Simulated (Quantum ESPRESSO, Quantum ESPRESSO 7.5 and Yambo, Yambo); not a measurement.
# In2O3 (R-3c): G0W0 with Yambo, start to end

Wanted: ground state, empty states, screening and self-energy for In2O3 (R-3c).

Calculated with Quantum ESPRESSO 7.5 and Yambo 5.3.0; LDA and many-body steps on it, plane waves.

**The experiments to reproduce.**

- Gap 3.08 eV: optical gap from linear extrapolation of the absorption edge; UV-visible absorption, Tauc-type extrapolation; powder (hydrothermally grown microspheres, annealed at 400 C) (“Fabrication and performance enhancement of an In2O3/BiVO4 heterojunction for N-butanol gas sensing applications”, 2024, pmc:11650617).

### 1. Set-up

Symmetry: R-3c, No. 167, trigonal system. The conventional cell has a = 5.487 Å, b = 5.487 Å, c = 14.510 Å, α = 90.00°, β = 90.00°, γ = 120.00°. Nearest to In lie 6 O at 2.12 to 2.26 Å. Nearest to O lie 4 In at 2.12 to 2.26 Å. Farther neighbours and most contacts between anions are not listed.

The cell and positions come from the Crystallography Open Database and are kept as given unless a step says otherwise. This is not the form that In2O3 usually takes at ambient conditions.

### 2. Ground state

This step: Quantum ESPRESSO 7.5; DFT, LDA, plane waves, norm-conserving pseudopotentials.

The ground-state density comes first.

pw.in reads:

```
&control
  calculation = 'scf'
  prefix = 'x'
  outdir = 'o'
  pseudo_dir = 'pseudo'
  tprnfor = .true.
  tstress = .true.
/
&system
  ibrav = 0
  nat = 10
  ntyp = 2
  ecutwfc = 80.0
  nbnd = 69
  force_symmorphic = .true.
/
&electrons
  conv_thr = 1e-10
  electron_maxstep = 80
  mixing_beta = 0.5
/
ATOMIC_SPECIES
  In 114.82 In.upf
  O 15.999 O.upf
CELL_PARAMETERS angstrom
  2.7435000000 1.5839604635 4.8366666667
  -2.7435000000 1.5839604635 4.8366666667
  0.0000000000 -3.1679209270 4.8366666667
ATOMIC_POSITIONS crystal
  In 0.3573100000 0.3573100000 0.3573100000
  In 0.1426900000 0.1426900000 0.1426900000
  In 0.6426900000 0.6426900000 0.6426900000
  In 0.8573100000 0.8573100000 0.8573100000
  O 0.5480000000 0.9520000000 0.2500000000
  O 0.2500000000 0.5480000000 0.9520000000
  O 0.9520000000 0.2500000000 0.5480000000
  O 0.4520000000 0.0480000000 0.7500000000
  O 0.7500000000 0.4520000000 0.0480000000
  O 0.0480000000 0.7500000000 0.4520000000
K_POINTS automatic
  4 4 4 0 0 0
```

The run is started by

```sh
$ OMP_NUM_THREADS=1 mpirun -n 8 pw.x -nk 8 -in pw.in > pw.out
```

Log:

```text
Program PWSCF v.7.5 starts

     This program is part of the open-source Quantum ESPRESSO suite
     for quantum simulation of materials; please cite
         "P. Giannozzi et al., J. Phys.:Condens. Matter 21 395502 (2009);
         "P. Giannozzi et al., J. Phys.:Condens. Matter 29 465901 (2017);
         "P. Giannozzi et al., J. Chem. Phys. 152 154105 (2020);
     in publications or presentations arising from this work. More details at
     Message from routine setup:
     using ibrav=0 with symmetry is DISCOURAGED, use correct ibrav instead

     G-vector sticks info

     bravais-lattice index     =            0
     lattice parameter (alat)  =      10.9260  a.u.
     unit-cell volume          =     851.0269 (a.u.)^3
     number of atoms/cell      =           10
     number of atomic types    =            2
     number of electrons       =       120.00
     number of Kohn-Sham states=           69
     kinetic-energy cutoff     =      80.0000  Ry
     charge density cutoff     =     320.0000  Ry
     scf convergence threshold =      1.0E-10
     mixing beta               =       0.5000
     number of iterations used =            8  plain     mixing
     Exchange-correlation= SLA  PW   NOGX NOGC
                           (   1   4   0   0   0   0   0)

     celldm(1)=  10.925995  celldm(2)=   0.000000  celldm(3)=   0.000000
     celldm(4)=   0.000000  celldm(5)=   0.000000  celldm(6)=   0.000000

     crystal axes: (cart. coord. in units of alat)
               a(1) = (   0.474507   0.273957   0.836535 )
               a(2) = (  -0.474507   0.273957   0.836535 )
               a(3) = (   0.000000  -0.547914   0.836535 )

     reciprocal axes: (cart. coord. in units 2 pi/alat)
               b(1) = (  1.053725  0.608368  0.398469 )
               b(2) = ( -1.053725  0.608368  0.398469 )
               b(3) = (  0.000000 -1.216737  0.398469 )
     Pseudo is Norm-conserving + core correction, Zval = 21.0
     Generated using ONCVPSP code by D. R. Hamann
     Using radial grid of 1894 points,  6 beta functions with:
     Pseudo is Norm-conserving + core correction, Zval =  6.0
     Generated using ONCVPSP code by D. R. Hamann
     Using radial grid of  926 points,  5 beta functions with:
     In               21.00   114.82000     In( 1.00)
     O                 6.00    15.99900     O ( 1.00)

      6 Sym. Ops., with inversion, found

   Cartesian axes

     site n.     atom                  positions (alat units)
         1        In     tau(   1) = (  -0.0000000  -0.0000000   0.8967068  )
         2        In     tau(   2) = (  -0.0000000  -0.0000000   0.3580955  )
         3        In     tau(   3) = (  -0.0000000   0.0000000   1.6128977  )
         4        In     tau(   4) = (   0.0000000  -0.0000000   2.1515090  )
         5        O      tau(   5) = (  -0.1917009   0.2739569   1.4639359  )
         6        O      tau(   6) = (  -0.1414032  -0.3029963   1.4639359  )
         7        O      tau(   7) = (   0.3331041   0.0290394   1.4639359  )
         8        O      tau(   8) = (   0.1917009  -0.2739569   1.0456685  )
         9        O      tau(   9) = (   0.1414032   0.3029963   1.0456685  )
        10        O      tau(  10) = (  -0.3331041  -0.0290394   1.0456685  )

     number of k points=    14
                       cart. coord. in units 2pi/alat
        k(    1) = (   0.0000000   0.0000000   0.0000000), wk =   0.0312500
        k(    2) = (   0.0000000  -0.3041841   0.0996173), wk =   0.1875000
        k(    3) = (  -0.0000000   0.6083683  -0.1992346), wk =   0.0937500
        k(    4) = (  -0.2634312  -0.1520921   0.1992346), wk =   0.1875000
        k(    5) = (  -0.2634312   0.7604603  -0.0996173), wk =   0.1875000
        k(    6) = (  -0.2634312   0.4562762   0.0000000), wk =   0.1875000
        k(    7) = (   0.5268624   0.3041841  -0.3984692), wk =   0.0937500
        k(    8) = (   0.0000000   0.0000000   0.2988519), wk =   0.0625000
        k(    9) = (  -0.0000000   0.9125524   0.0000000), wk =   0.1875000
        k(   10) = (  -0.0000000   0.6083683   0.0996173), wk =   0.1875000
        k(   11) = (   0.7902935   0.4562762  -0.2988519), wk =   0.1875000
        k(   12) = (   0.7902935   0.1520921  -0.1992346), wk =   0.1875000
        k(   13) = (  -0.0000000   0.0000000  -0.5977037), wk =   0.0312500
        k(   14) = (  -0.2634312  -0.7604603   0.0996173), wk =   0.1875000

     Dense  grid:    82163 G-vectors     FFT dimensions: (  64,  64,  64)

     Initial potential from superposition of free atoms

     starting charge     119.9884, renormalised to     120.0000
     Starting wfcs are   76 randomized atomic wfcs

     per-process dynamical memory:    98.8 Mb

     Self-consistent Calculation

     iteration #  1     ecut=    80.00 Ry     beta= 0.50

     total energy              =   -1792.23563919 Ry
     estimated scf accuracy    <       2.50863054 Ry

     iteration #  2     ecut=    80.00 Ry     beta= 0.50

     total energy              =   -1793.02304284 Ry
     estimated scf accuracy    <       0.76816102 Ry

     iteration #  3     ecut=    80.00 Ry     beta= 0.50

     total energy              =   -1793.14276650 Ry
     estimated scf accuracy    <       0.01892484 Ry

     iteration #  4     ecut=    80.00 Ry     beta= 0.50

     total energy              =   -1793.14476319 Ry
     estimated scf accuracy    <       0.00472526 Ry

     iteration #  5     ecut=    80.00 Ry     beta= 0.50

     total energy              =   -1793.14546774 Ry
     estimated scf accuracy    <       0.00003621 Ry

     iteration #  6     ecut=    80.00 Ry     beta= 0.50

     total energy              =   -1793.14546710 Ry
     estimated scf accuracy    <       0.00005184 Ry

     iteration #  7     ecut=    80.00 Ry     beta= 0.50

     total energy              =   -1793.14548152 Ry
     estimated scf accuracy    <       0.00001374 Ry

     iteration #  8     ecut=    80.00 Ry     beta= 0.50

     total energy              =   -1793.14548339 Ry
     estimated scf accuracy    <       0.00000008 Ry

     iteration #  9     ecut=    80.00 Ry     beta= 0.50

     total energy              =   -1793.14548342 Ry
     estimated scf accuracy    <       0.00000002 Ry

     iteration # 10     ecut=    80.00 Ry     beta= 0.50

     total energy              =   -1793.14548342 Ry
     estimated scf accuracy    <          3.1E-09 Ry

     iteration # 11     ecut=    80.00 Ry     beta= 0.50

     End of self-consistent calculation

          k = 0.0000 0.0000 0.0000 ( 10281 PWs)   bands (ev):

  -101.7130-101.7126-101.7126-101.7123 -60.3489 -60.3483 -60.3424 -60.3424
   -60.3174 -60.3174 -60.3172 -60.3172 -60.3132 -60.3132 -60.3126 -60.3126
    -6.6726  -5.7559  -5.7559  -5.5082  -5.5082  -5.3987  -1.5778  -1.5778
    -1.4135  -1.4135  -1.4006  -1.2761  -1.2543  -1.2543  -1.2004  -1.2004
    -1.1437  -1.1437  -1.0225  -1.0225  -1.0123  -1.0059  -0.6905  -0.6905
     0.0749   0.0749   4.9190   5.3034   6.5759   6.5759   7.3357   7.5779
     8.0254   8.0254   8.1473   9.9026   9.9026  10.2196  10.3375  10.3375
    10.4324  10.4324  10.6528  10.6528  11.9064  16.1350  16.7762  17.8639
    19.7227  19.7748  19.7748  20.0307  20.4618

          k = 0.0000-0.3042 0.0996 ( 10283 PWs)   bands (ev):

  -101.7129-101.7126-101.7126-101.7123 -60.3488 -60.3483 -60.3424 -60.3424
   -60.3174 -60.3174 -60.3171 -60.3165 -60.3135 -60.3132 -60.3129 -60.3126
    -6.4941  -5.7324  -5.7183  -5.6599  -5.5489  -5.4721  -1.5418  -1.5111
    -1.4435  -1.4195  -1.3741  -1.3066  -1.2454  -1.2244  -1.2239  -1.2202
[...]
18.3913  19.0485  20.0189  20.4457  20.8739

          k =-0.0000 0.6084-0.1992 ( 10260 PWs)   bands (ev):

  -101.7128-101.7128-101.7125-101.7125 -60.3485 -60.3485 -60.3425 -60.3425
[...]
-1.3735  -1.3735  -1.3315  -1.3315  -1.3079  -1.3079  -1.1968  -1.1968
    -1.1420  -1.1420  -1.0149  -1.0149  -1.0112  -1.0112  -0.5514  -0.5514
    -0.3397  -0.3397   5.4928   5.4928   6.3224   6.3224   7.8433   7.8433
     8.3829   8.3829   9.1760   9.1760   9.7292   9.7292   9.7771   9.7771
     9.9274   9.9274  10.6425  10.6425  15.5725  15.5725  16.4354  16.4354
    18.9676  18.9676  19.7195  19.7195  20.8519

          k =-0.2634-0.1521 0.1992 ( 10292 PWs)   bands (ev):

     [... further k-points ...]

     highest occupied, lowest unoccupied level (ev):    10.7008   11.9064

!    total energy              =   -1793.14548343 Ry
     estimated scf accuracy    <          7.2E-12 Ry

     The total energy is the sum of the following terms:
     one-electron contribution =    -943.63517769 Ry
     hartree contribution      =     517.19614156 Ry
     xc contribution           =    -273.07496114 Ry
     ewald contribution        =   -1093.63148615 Ry

     convergence has been achieved in  11 iterations

     Forces acting on atoms (cartesian axes, Ry/au):

     atom    1 type  1   force =     0.00000000   -0.00000000   -0.00401587
     atom    2 type  1   force =    -0.00000000   -0.00000000    0.00401573
     atom    3 type  1   force =    -0.00000000   -0.00000000    0.00401587
     atom    4 type  1   force =     0.00000000   -0.00000000   -0.00401573
     atom    5 type  2   force =    -0.00678068   -0.00000001    0.00000000
     atom    6 type  2   force =     0.00339034   -0.00587224    0.00000000
     atom    7 type  2   force =     0.00339033    0.00587224    0.00000000
     atom    8 type  2   force =     0.00678068    0.00000001   -0.00000000
     atom    9 type  2   force =    -0.00339034    0.00587224   -0.00000000
     atom   10 type  2   force =    -0.00339033   -0.00587224   -0.00000000

     Total force =     0.018449     Total SCF correction =     0.000014

     Computing stress (Cartesian axis) and pressure

          total   stress  (Ry/bohr**3)                   (kbar)     P=      -34.39
  -0.00022465   0.00000000   0.00000000          -33.05        0.00        0.00
  -0.00000000  -0.00022465   0.00000000           -0.00      -33.05        0.00
  -0.00000000   0.00000000  -0.00025202           -0.00        0.00      -37.07

     XML data file, charge density, pseudopotentials, collected wavefunctions

=------------------------------------------------------------------------------=
   JOB DONE.
=------------------------------------------------------------------------------=
```

Wall time 68 s (8 MPI ranks of AMD EPYC 7R43, shared host); peak memory 1.4 GiB.

Numbers from this step:

| Property | Result |
| --- | --- |
| total energy | -24396.9872 eV |
| gap | 1.206 eV |
| k of the valence top | 0, 0, 0.25 |
| k of the conduction bottom | 0, 0, 0 |
| least direct gap | 1.254 eV |
| pressure | -3.439 GPa |

The gap is indirect, with the least direct gap 0.05 eV higher.

With these pseudopotential files and this cutoff the stress is not reliable, so the pressure is no result.

(Part 1 of 3 ends here.)

[Paths, hosts, dates, memory and timing lines, banners, echoed tables and standing remarks are left out of the program output.]

[Logs are printed without paths, hosts, clocks, repeated set-up lines and the standing remarks that a program may print on its own settings, such as how far it seeks lower states.]

[Runs of the session that timed out or met a known fault of the program may be left out.]

[Hosts, paths, dates, database ids (printed as entryN), source tags and the programs' standing remarks are cut or masked in the printed files.]
